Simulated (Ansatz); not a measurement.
In doubt: one-shot GW on d or f shells is unsure (in some of the runs), so the values of those runs are not to be relied on.

Consider BaCu2SnS4 (P3_121).

```xyz
24
Lattice="6.4365 0.0000 0.0000 -3.2183 5.5742 0.0000 0.0000 0.0000 15.8310" Properties=species:S:1:pos:R:3 pbc="T T T"
Ba    1.3723    2.3768    7.9155
Ba   -1.8460    3.1973    2.6385
Ba    3.6920    0.0000   13.1925
Cu    0.9839    2.4183   11.7972
Cu    4.2021    3.1559   14.5878
Cu    1.6024    2.0612    4.0338
Cu   -1.6159    3.5129    6.5202
Cu    0.6320    5.2171    1.2432
Cu    3.8502    0.3571    9.3108
Sn    4.5377    0.0000    5.2770
Sn   -2.2688    3.9297   10.5540
Sn    0.9494    1.6444    0.0000
S     2.8272    3.6339    5.3163
S     4.9517    1.3088    0.0394
S     1.8759    0.6315   10.5933
S    -0.3911    1.9403    5.2376
S    -1.3423    4.9427   15.7916
S     1.7334    4.2653   10.5146
S     4.6302    2.4551    8.6502
S     3.0294    0.3368    3.3732
S    -1.2230    2.7919   12.4578
S    -0.1889    5.2374    7.1808
S     1.4119    3.1190    1.9038
S     1.9952    2.7823   13.9272
```

The cell and positions are those that the Materials Project relaxed with its own functionals (PBE, PBE+U or r2SCAN), kept fixed. At the settings of the band run the largest force is still 0.18 eV/Å. Spin-orbit coupling is left out unless a run names it. PAW set soft_2, made with PBE.

Gaps computed with Ansatz 0.2.0 without a self-energy: r2SCAN 0.63 eV, r2SCAN+SOC 0.61 eV and PBE0 2.11 eV.

Question: Estimate the G0W0@r2SCAN gap with 6×6×2 mesh, 1487 empty bands, screening to 110 eV, default PAW files.

About 0.92 eV: on its mesh the run moves the gap from 0.64 eV by +0.29 eV, and the mesh misses the edges by 0.01 eV. Among the scalar-relativistic levels given, r2SCAN is nearest (−0.29 eV). Bands and cutoff are finite, so the gap is not at the basis limit. The miss can reach some tenths of an eV and take either sign; the mesh is an error of its own. A d shell, filled or nearly so, lies near the gap. One-shot GW converges very slowly in bands there, not always from below, and on a semilocal start the gap tends to come out low; starts rich in exact exchange can overshoot instead. The many-body steps are scalar-relativistic: spin-orbit coupling is not in them.

[Paths, hosts, dates, memory and timing lines, banners, echoed tables and standing remarks are left out of the program output.]

[Logs are printed without paths, hosts, clocks, repeated set-up lines and the standing remarks that a program may print on its own settings, such as how far it seeks lower states.]

[Runs of the session that timed out or met a known fault of the program may be left out.]

[Cells called generated may have been cut or substituted from an entry of the Crystallography Open Database or the Materials Project.]

[Hosts, paths, dates, database ids (printed as entryN), source tags and the programs' standing remarks are cut or masked in the printed files.]
